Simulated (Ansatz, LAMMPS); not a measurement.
# Glassy 32CaO-68Al2O3 (mol %) (113 atoms): support functions against a reference

Aim: test how closely localised support functions follow the reference on glassy 32CaO-68Al2O3 (mol %) (113 atoms), and at what cost. A setting counts as converged where the r.m.s. difference of forces stays under 1 % of the r.m.s. force.

Method: Kohn-Sham DFT, PBE, PAW (set soft_2), plane waves, in Ansatz 0.2.0.

### Step 1. The starting structure

The cell holds 113 atoms: 9 Ca, 38 Al and 66 O. Its edges and angles: a = 10.776 Å, b = 10.776 Å, c = 10.776 Å, α = 90.0°, β = 90.0°, γ = 90.0°. 113 atoms (9 Ca, 38 Al, 66 O) placed at random at 3.11 g/cm³, melted at 4000 K for 10 ps at fixed volume with the Morse and Coulomb pair potential with partial charges (Pedone, Malavasi, Menziani, Cormack and Segre, J. Phys. Chem. B 110, 11780 (2006)). Quenched from 4000 K to 300 K at 50 K/ps and fixed volume, held 10 ps at zero pressure.

Limits known from the start: The quench rate of 50 K/ps is orders of magnitude faster than experiment, which tends to freeze in extra defects. The starting topology of bonds comes from the classical model, and needn't be the one that DFT or experiment would give. Only the Γ point is sampled, in a cell whose shortest periodic width is 11 Å.

### Step 2. The classical run that made the cell

A classical potential supplies the starting structure, since it reaches far longer times than DFT.

This step: classical MD, Morse and Coulomb pair potential with partial charges (Pedone, Malavasi, Menziani, Cormack and Segre, J. Phys. Chem. B 110, 11780 (2006)) (LAMMPS 22 Jul 2025 - Update 4).

Contents of in.lmp:

```
# melt-quench of Ca9Al38O66
units metal
atom_style charge
boundary p p p
region box block 0 10.9258 0 10.9258 0 10.9258
create_box 3 box
mass 1 40.0780   # Ca
mass 2 26.9815   # Al
mass 3 15.9990   # O
create_atoms 1 random 9 59034 NULL overlap 1.5 maxtry 2000
create_atoms 2 random 38 59041 NULL overlap 1.5 maxtry 2000
create_atoms 3 random 66 59048 NULL overlap 1.5 maxtry 2000
pair_style hybrid/overlay pedone 5.5 coul/long 8.0
pair_coeff * * coul/long
pair_coeff 1 3 pedone 0.030211 2.241334 2.923245 5   # Ca-O
pair_coeff 2 3 pedone 0.361581 1.900442 2.164818 0.9   # Al-O
pair_coeff 3 3 pedone 0.042395 1.379316 3.618701 22   # O-O
set type 1 charge 1.2
set type 2 charge 1.8
set type 3 charge -1.2
kspace_style pppm 1.0e-4
neigh_modify delay 0 every 1 check yes
thermo_style custom step time temp pe press density
thermo_modify norm yes
timestep 0.002
thermo 100
min_style cg
minimize 1e-4 1e-4 200 2000
reset_timestep 0
velocity all create 4000 59035 mom yes dist gaussian
fix lim all nve/limit 0.05
fix lan all langevin 4000 4000 0.2 59036 zero yes
thermo 500
run 1000 post no
# [... 7 lines left out ...]
fix md all nvt temp 4000 300 0.2
run 37000 post no
unfix md
thermo 1666
fix md all npt temp 300 300 0.2 iso 0 0 2
run 5000 post no
unfix md
write_dump all custom glass.dump id type xs ys zs modify sort id
```

Run with:

```sh
$ lmp -in in.lmp -log none -nocite
```

The log of the run:

```text
LAMMPS (22 Jul 2025 - Update 4)
Created orthogonal box = (0 0 0) to (10.9258 10.9258 10.9258)
Created 9 atoms
Created 38 atoms
Created 66 atoms
PPPM initialization ...
  G vector (1/distance) = 0.38221536
  grid = 12 12 12
  estimated relative force accuracy = 5.2365084e-05
   Step          Time           Temp          PotEng         Press         Density
         0   0              0             -1.5460226      868316.32      3.1090168
        78   0.156          0             -12.431726     -51146.893      3.1090168
Loop time of 0.0602198 s on 1 MPI rank(s) for 78 steps with 113 atoms
Minimization stats:
  Stopping criterion = energy tolerance
[... 17 lines left out ...]
[... 1 line left out ...]
Loop time of 2.37902 s on 1 MPI rank(s) for 5000 steps with 113 atoms
   Step          Time           Temp          PotEng         Press         Density
[... 12 lines left out ...]
Loop time of 16.7418 s on 1 MPI rank(s) for 37000 steps with 113 atoms
   Step          Time           Temp          PotEng         Press         Density
[... 1 line left out ...]
     43316   86.632         341.97323     -12.50653       1241.8616      3.2139459
     44982   89.964         315.66144     -12.517151     -5543.3455      3.2360837
     46648   93.296         308.74939     -12.513894     -10162.004      3.2493027
     48000   96             311.40764     -12.512624     -18917.67       3.2404855
Loop time of 2.80666 s on 1 MPI rank(s) for 5000 steps with 113 atoms
```

Elapsed: 23 s, on 1 thread of Arm Neoverse V2, shared host; peak memory 0.07 GiB.

### Step 3. Plane-wave single point

The first run fixes the reference, at a cutoff of 420 eV.

Contents of input.yaml:

```yaml
crystal:
  lattice:
    - [10.776, 0.0, 0.0]
    - [0.0, 10.776, 0.0]
    - [0.0, 0.0, 10.776]
  atoms:
    - { symbol: Ca, position: [0.87381, 0.62733, 0.06624] }
    - { symbol: Ca, position: [0.71251, 0.93245, 0.25553] }
    - { symbol: Ca, position: [0.81831, 0.88256, 0.89183] }
    - { symbol: Ca, position: [0.02349, 0.90064, 0.13036] }
    - { symbol: Ca, position: [0.74577, 0.22155, 0.80953] }
    - { symbol: Ca, position: [0.61428, 0.40288, 0.10252] }
    - { symbol: Ca, position: [0.85254, 0.706, 0.4657] }
    - { symbol: Ca, position: [0.54492, 0.31148, 0.64263] }
    - { symbol: Ca, position: [0.5917, 0.52085, 0.37808] }
    - { symbol: Al, position: [0.88698, 0.15426, 0.07088] }
    - { symbol: Al, position: [0.40151, 0.08493, 0.50828] }
    - { symbol: Al, position: [0.69815, 0.03387, 0.53985] }
    - { symbol: Al, position: [0.94401, 0.12933, 0.61148] }
    - { symbol: Al, position: [0.0815, 0.32822, 0.16962] }
    - { symbol: Al, position: [0.37709, 0.68385, 0.23187] }
    - { symbol: Al, position: [0.1525, 0.74678, 0.87165] }
    - { symbol: Al, position: [0.40822, 0.3223, 0.41568] }
    - { symbol: Al, position: [0.45952, 0.62352, 0.9274] }
    - { symbol: Al, position: [0.05379, 0.8871, 0.6488] }
    - { symbol: Al, position: [0.43123, 0.60276, 0.61269] }
    - { symbol: Al, position: [0.90258, 0.15752, 0.35238] }
    - { symbol: Al, position: [0.53141, 0.81109, 0.45828] }
    - { symbol: Al, position: [0.98356, 0.36298, 0.92479] }
    - { symbol: Al, position: [0.12282, 0.00698, 0.43073] }
    - { symbol: Al, position: [0.11128, 0.54519, 0.61593] }
    - { symbol: Al, position: [0.08421, 0.59824, 0.26591] }
    - { symbol: Al, position: [0.53697, 0.90967, 0.87829] }
    - { symbol: Al, position: [0.37172, 0.19662, 0.16788] }
    - { symbol: Al, position: [0.33928, 0.96351, 0.26294] }
    - { symbol: Al, position: [0.3463, 0.07913, 0.77532] }
    - { symbol: Al, position: [0.70398, 0.50397, 0.84941] }
    - { symbol: Al, position: [0.63414, 0.70937, 0.69472] }
    - { symbol: Al, position: [0.62144, 0.68891, 0.11516] }
    - { symbol: Al, position: [0.2346, 0.50807, 0.86071] }
    - { symbol: Al, position: [0.04987, 0.10651, 0.8452] }
    - { symbol: Al, position: [0.93233, 0.65248, 0.75558] }
    - { symbol: Al, position: [0.27018, 0.53454, 0.44734] }
    - { symbol: Al, position: [0.44408, 0.32668, 0.89306] }
    - { symbol: Al, position: [0.23414, 0.27643, 0.68321] }
    - { symbol: Al, position: [0.33716, 0.88796, 0.0281] }
    - { symbol: Al, position: [0.60053, 0.1352, 0.04867] }
    - { symbol: Al, position: [0.84642, 0.45238, 0.28255] }
    - { symbol: Al, position: [0.8571, 0.41938, 0.57754] }
    - { symbol: Al, position: [0.65682, 0.21434, 0.3271] }
    - { symbol: Al, position: [0.11465, 0.30155, 0.45786] }
    - { symbol: Al, position: [0.28923, 0.85489, 0.61867] }
    - { symbol: Al, position: [0.3329, 0.44844, 0.13807] }
    - { symbol: O, position: [0.12965, 0.37912, 0.61432] }
    - { symbol: O, position: [0.77422, 0.30827, 0.25204] }
    - { symbol: O, position: [0.99694, 0.47248, 0.20984] }
    - { symbol: O, position: [0.61615, 0.84166, 0.76328] }
    - { symbol: O, position: [0.96475, 0.03295, 0.46442] }
    - { symbol: O, position: [0.43211, 0.78222, 0.59974] }
    - { symbol: O, position: [0.73304, 0.54453, 0.2054] }
    - { symbol: O, position: [0.98164, 0.7228, 0.24345] }
    - { symbol: O, position: [0.82744, 0.48735, 0.42924] }
    - { symbol: O, position: [0.36689, 0.04105, 0.11438] }
    - { symbol: O, position: [0.26321, 0.59483, 0.6018] }
    - { symbol: O, position: [0.3815, 0.1567, 0.34624] }
    - { symbol: O, position: [0.33338, 0.00367, 0.63976] }
    - { symbol: O, position: [0.93316, 0.27519, 0.53567] }
    - { symbol: O, position: [0.24402, 0.39141, 0.39973] }
    - { symbol: O, position: [0.46556, 0.19306, 0.79991] }
    - { symbol: O, position: [0.43238, 0.47088, 0.52322] }
    - { symbol: O, position: [0.97407, 0.73171, 0.89677] }
    - { symbol: O, position: [0.38593, 0.45828, 0.98673] }
    - { symbol: O, position: [0.74507, 0.39663, 0.68186] }
    - { symbol: O, position: [0.30036, 0.65039, 0.89866] }
    - { symbol: O, position: [0.38723, 0.96546, 0.87866] }
    - { symbol: O, position: [0.59665, 0.38263, 0.87899] }
    - { symbol: O, position: [0.35518, 0.24324, 0.57072] }
    - { symbol: O, position: [0.02886, 0.02676, 0.70648] }
    - { symbol: O, position: [0.55148, 0.09201, 0.56458] }
    - { symbol: O, position: [0.88563, 0.06901, 0.20551] }
    - { symbol: O, position: [0.99154, 0.26934, 0.05426] }
    - { symbol: O, position: [0.61131, 0.65419, 0.54167] }
    - { symbol: O, position: [0.85119, 0.4608, 0.92167] }
    - { symbol: O, position: [0.63905, 0.59759, 0.97744] }
    [... 29 atom lines left out ...]
    - { symbol: O, position: [0.5685, 0.76306, 0.29176] }
    - { symbol: O, position: [0.41714, 0.93591, 0.4083] }
    - { symbol: O, position: [0.23574, 0.56604, 0.20434] }
    - { symbol: O, position: [0.95378, 0.53731, 0.63464] }
    - { symbol: O, position: [0.31599, 0.38888, 0.77826] }
    - { symbol: O, position: [0.74688, 0.80149, 0.07815] }
kpoints:
  mp_grid: { grid: [1, 1, 1] }
hamiltonian:
  xc: pbe
scf:
  occupations: { method: fermi_dirac, width: 0.05 }
output:
  forces: true
  stress: true
  populations: true
  dos:
    method: { smearing: { sigma: 0.15 } }
    de: 0.1
    projected: { site_lists: { Al: [Al], Ca: [Ca], O: [O] } }
  eigenvalues: true
  write_density: true
  write_potential: true
  volumetric_format: npy
```

Run with:

```sh
$ ansatz run input.yaml --threads 8 --pin off --max-ram 15872MiB --backend cpu --events-out ev --progress --plain --runs-dir out
```

The log of the run:

```text
Engine: ansatz 0.2.0, aarch64-unknown-linux-gnu
Pseudopotentials: kind: paw
Pseudopotential: Ca, paw, valence charge 10, recommended cutoff 420 eV (normal), Ca.paw.azcp
Pseudopotential: Al, paw, valence charge 3, recommended cutoff 420 eV (normal), Al.paw.azcp
Pseudopotential: O, paw, valence charge 6, recommended cutoff 420 eV (normal), O.paw.azcp
[... 5 lines on functional and potentials left out ...]
Crystal: 113 atoms, lattice volume = 1251.333 Å³
Basis set: ecut = 420 eV, 24405 PW (Γ), exchange–correlation on 150×150×150 points (8 copies of the dense FFT grid, shifted against one another)
Bands: 413, of which v1, the nominal top of the filled ones, is band 300 counted from 1 (299 counted from 0)
Symmetry: 1 space group operations
Space group: P1 (ITA 1), of the structure as read, at distance tolerance 1.1e-4 Å
k-points: 1
[... 7 lines on functional and potentials left out ...]
Initial density: superposition of atomic densities (neutral atoms: chi_scale 0, normalization atom), corrected by the library's trained network
Initial wavefunctions: pseudopotential atomic-orbital guess
Functional: x = pbe(κ = 0.804, μ = 0.219515), c = pbe(β = 0.066725)
SCF iter   1: F=—  HF=-74379.091084 eV  |F-HF|=—  |Δ(HF+E_count)|=         —  Δρ=2.43e-3  dr2=1.34e-1  ethr=1.77e-3  ⟨swp⟩=7.0  Hψ=1981  notcnv=0  defer=71
preconditioner: auto → Resta (q_TF=auto, 2.414 Å⁻¹)  ε∞=3.7  [insulator: Δε(μ)=3.218 eV  Ē_g=15.450 eV  σ=0.050 eV  W_gap=1.00  n_scr=304 (ndim 8)  ℏωp=25.3 eV  f_vac=0.027  D(μ)=0.00/eV (n_scr^D=0)  ε∞_Penn≈3.7]
SCF iter   2: F=—  HF=-74379.067208 eV  |F-HF|=—  |Δ(HF+E_count)|=   2.39e-2  Δρ=1.28e-3  dr2=3.15e-2  ethr=2.23e-5  ⟨swp⟩=2.0  Hψ=578  notcnv=0  defer=102
SCF iter   3: F=—  HF=-74379.068256 eV  |F-HF|=—  |Δ(HF+E_count)|=   1.05e-3  Δρ=6.09e-4  dr2=7.87e-3  ethr=5.25e-6  ⟨swp⟩=2.0  Hψ=510  notcnv=0  defer=102
SCF iter   4: F=—  HF=-74379.067689 eV  |F-HF|=—  |Δ(HF+E_count)|=   5.67e-4  Δρ=2.14e-4  dr2=6.35e-4  ethr=1.31e-6  ⟨swp⟩=2.0  Hψ=511  notcnv=0  defer=102
SCF iter   5: F=—  HF=-74379.067794 eV  |F-HF|=—  |Δ(HF+E_count)|=   1.05e-4  Δρ=1.31e-4  dr2=1.89e-4  ethr=1.06e-7  ⟨swp⟩=2.0  Hψ=516  notcnv=0  defer=102
SCF iter   6: F=—  HF=-74379.067776 eV  |F-HF|=—  |Δ(HF+E_count)|=   1.78e-5  Δρ=3.61e-5  dr2=1.65e-5  ethr=3.16e-8  ⟨swp⟩=2.0  Hψ=509  notcnv=0  defer=102
SCF iter   7: F=—  HF=-74379.065691 eV  |F-HF|=—  |Δ(HF+E_count)|=   2.08e-3  Δρ=1.69e-5  dr2=3.62e-6  ethr=2.74e-9  ⟨swp⟩=2.0  Hψ=709  notcnv=0  defer=108
SCF iter   8: F=—  HF=-74379.065694 eV  |F-HF|=—  |Δ(HF+E_count)|=   2.38e-6  Δρ=8.79e-6  dr2=9.24e-7  ethr=6.03e-10  ⟨swp⟩=2.0  Hψ=563  notcnv=0  defer=108
SCF iter   9: F=-74379.065694 eV  HF=-74379.065694 eV  |F-HF|=2.99e-8  |Δ(HF+E_count)|=   4.05e-7  Δρ=2.58e-6  dr2=8.16e-8  ethr=1.67e-11  ⟨swp⟩=19.0  Hψ=3698  notcnv=0
SCF 1 converged in 9 iterations: F = -74379.065694 eV  dr2 = 8.16e-8
  greatest PAW one-centre occupation: 0.995 electrons in one spin orbital (limit 2), on the Ca atom at site 4 (counted from 0), in its partial waves of l = 0
SCF converged after 9 iterations
Free energy (F): -74379.065694 eV
Harris-Foulkes:  -74379.065694 eV  (|F-HF|=2.99e-8)
Internal energy: -74379.065694 eV  (E = F + TS)
E sigma→0 (E₀):  -74379.065694 eV
Fermi energy:    8.167020 eV
--- Per-component energies (eV) ---
  E_band       = -1499.885960
  E_kinetic    = 15301.579159
  E_local      = -33066.591469  (includes V_loc(G=0)·N_el)
  E_nonlocal   = 4119.188920
  E_hartree    = 12138.624192
  E_xc         = -7723.466493
  E_vxc        = -8997.877293  (∫ρ·V_xc dr)
  E_paw        = -35969.950852  (= ΣΔE_a)
  E_vpaw       = -3133.590895  (= ΣTr[D̂ρ^β])
  E_aug_tail   = 0.166305  (compensation charges beyond the density's cutoff)
  E_ewald      = -29178.615456
  E_smearing   = -0.000000  (= −TS)
  E_closure    = -0.000000  (closes the sum)
  Σ components = -74379.065694   (vs F -74379.065694, Δ=0.00e0)
--- Forces (eV/Å), atoms counted from 1 ---
  atom   1  Ca     0.48973358    -0.04724549    -0.47247244
  atom   2  Ca    -0.70070114    -0.05496989    -0.13245318
  atom   3  Ca    -1.00559237     0.15692032    -0.38347185
  atom   4  Ca     1.34523090     0.20575795     0.50698034
  atom   5  Ca    -0.04297423     0.09343049     0.13615787
  atom   6  Ca     0.23800174     0.08149917    -0.47585884
  atom   7  Ca     0.28998006    -0.03810158    -0.04461868
  atom   8  Ca    -0.13030618    -0.04214464    -0.71109245
  atom   9  Ca    -0.40474373     0.64838379     0.04068571
  atom  10  Al    -1.22498104    -1.31540205    -0.38447849
  atom  11  Al    -0.12199692    -0.04294356    -1.53105036
  atom  12  Al    -0.30184553     1.78929816     0.72958884
  atom  13  Al    -0.18426483     0.33609417    -1.56209274
  atom  14  Al     0.98860274     0.08698423     1.75673078
[...]
atom 112  O      0.71208608    -0.05700199     0.27264326
  atom 113  O      0.24103522    -0.18604504     0.66714519
  max |Σ_I F_I| component: 8.65e-5 eV/Å
--- Stress (GPa, compression-positive) ---
        6.783969       0.754150       1.448827
        0.754144      10.205184       0.222103
        1.448839       0.222104       7.816549
  P = ⅓ Tr σ = 8.2686 GPa (82.686 kbar)
--- Band table (eV) ---
  k-point 0: bands = ["-33.7219", "-33.0037", "-32.8316", "-32.4203", [... 397 levels ...], "15.9719", "15.9934", "16.0367", "16.1018", "16.1155", "16.1440", "16.2175", "16.2622", "16.2946", "16.3273", "16.4001", "16.4129"]
--- Löwdin populations: 113 sites ---
  site symbol       q [e]
     0     Ca      8.2030
     1     Ca      8.1983
     2     Ca      8.2028
[...]
112      O      7.1074
  spilling = 0.010405 (of n_electrons = 600.000000)
```

It took 12 s on 8 threads of Arm Neoverse V2, shared host; peak memory 1.8 GiB; 93 s of CPU time.

In the SCF lines HF is the Harris–Foulkes energy and dr2 the Hartree energy of the density residual, in eV; the loop may stop once dr2 is under the threshold and the program's other checks hold. Hψ counts applications of the Hamiltonian.

The run gave:

- free energy: -74379.0657 eV
- free energy per atom: -658.2218 eV/atom
- SCF cycles: 9
- pressure: 8.269 GPa
- r.m.s. force component: 0.9681 eV/Å
- longest force: 3.771 eV/Å
- Fermi energy: 8.167 eV
- gap (highest filled to lowest empty level): 3.212 eV
- spilling of the projection: 0.0104

The r.m.s. force component of 0.97 eV/Å and the pressure of 8.3 GPa set the scale for the differences below.

### Step 4. Support functions low

With localised support functions most steps grow linearly with size, though the diagonalisation grows faster unless the density matrix is cut; this run measures error and cost at this size.

This step: Kohn-Sham DFT, PBE, PAW (set soft_2), localised support functions (low) (Ansatz 0.2.0).

input.yaml, the sections that differ from step 3:

```yaml
scf:
  occupations: { method: fermi_dirac, width: 0.05 }
  eigensolver: { kind: { support_functions: { accuracy: low } } }
  max_iter: 150
output:
  forces: true
  eigenvalues: true
# crystal, kpoints, hamiltonian: as in step 3
```

The log of the run:

```text
Warning: scf.eigensolver.kind.support_functions: disabling space-group detection — the functions' gradient is summed over unrotated k-points, so no spatial operation reduces the k-mesh or symmetrises the density; time reversal is kept, so that k and −k are solved as one point where they differ and the mesh holds both, and exact exchange and, on two spinor components, a DFT+U term hold to it where the run has them: [...]
settings of this run that can trade accuracy for cost: scf.eigensolver.kind.support_functions; scf.eigensolver.kind.support_functions.accuracy: low [...]
[...]
Crystal: 113 atoms, lattice volume = 1251.333 Å³
Basis set: ecut = 420 eV, 24405 PW (Γ), exchange–correlation on 150×150×150 points (8 copies of the dense FFT grid, shifted against one another)
Bands: 360, of which v1, the nominal top of the filled ones, is band 300 counted from 1 (299 counted from 0)
Symmetry: 1 space group operations
k-points: 1
[...]
SCF iter   1: F=—  HF=-74358.267519 eV  |F-HF|=—  |Δ(HF+E_count)|=         —  Δρ=1.16e-1  dr2=1.81e2  ethr=1.00e-1
[...]
SCF iter  11: F=—  HF=-74379.543366 eV  |F-HF|=—  |Δ(HF+E_count)|=   3.87e-3  Δρ=5.48e-5  dr2=5.08e-5  ethr=2.60e-8  κ⁻¹=1.7e-5(r=7)
SCF iter  12: F=-74379.546322 eV  HF=-74379.546324 eV  |F-HF|=2.11e-6  |Δ(HF+E_count)|=   2.96e-3  Δρ=2.89e-5  dr2=1.56e-5  ethr=8.47e-9
SCF 1 converged in 12 iterations: F = -74379.577541 eV  dr2 = 1.56e-5
[...]
SCF converged after 12 iterations
Stability not checked: this state was not tested for a lower state beside it, because the mixer in use, unlike msr1, does not test its closes by its own steps (another_mixer; see scf.mixing.algorithm and scf.lower_state_search)
Free energy (F): -74379.577541 eV
[...]
Internal energy: -74379.577541 eV  (E = F + TS)
E sigma→0 (E₀):  -74379.577541 eV
Fermi energy:    8.167342 eV
[...]
Σ components = -74379.577541   (vs F -74379.577541, Δ=0.00e0)
--- Forces (eV/Å), atoms counted from 1 ---
  atom   1  Ca     0.48934831    -0.04817254    -0.47319896
  atom   2  Ca    -0.70105436    -0.05398789    -0.13233208
  atom   3  Ca    -1.00640533     0.15687863    -0.38129522
  atom   4  Ca     1.34579428     0.20485020     0.50710438
[...]
atom 113  O      0.24093467    -0.18630609     0.66681390
  max |Σ_I F_I| component: 1.86e-3 eV/Å
--- Band table (eV) ---
[...]
```

Run time: 62 s. Hardware: 8 threads; peak memory 3.7 GiB; 8.1 min of CPU time.

The program notes that the band table was not solved further than the SCF left it and it switched symmetry off.

Keys that differ from the reference: support_functions.accuracy = "low" and scf.max_iter = 150.

Forces differ from the reference by 0.92 meV/Å r.m.s., 0.095 % of their size, well within a tolerance of 1 %; the energy by -4.5 meV/atom. It took roughly 5.0 times the reference's time (one timing each, with unlike analyses asked), in 12 cycles against 9.

(Continued in part 2 of 3.)

[Long decimals in the printed logs are rounded to 6 places.]

[Logs are printed without paths, hosts, clocks, repeated set-up lines and the standing remarks that a program may print on its own settings, such as how far it seeks lower states.]

[Hosts, paths, dates, database ids (printed as entryN), source tags and the programs' standing remarks are cut or masked in the printed files.]
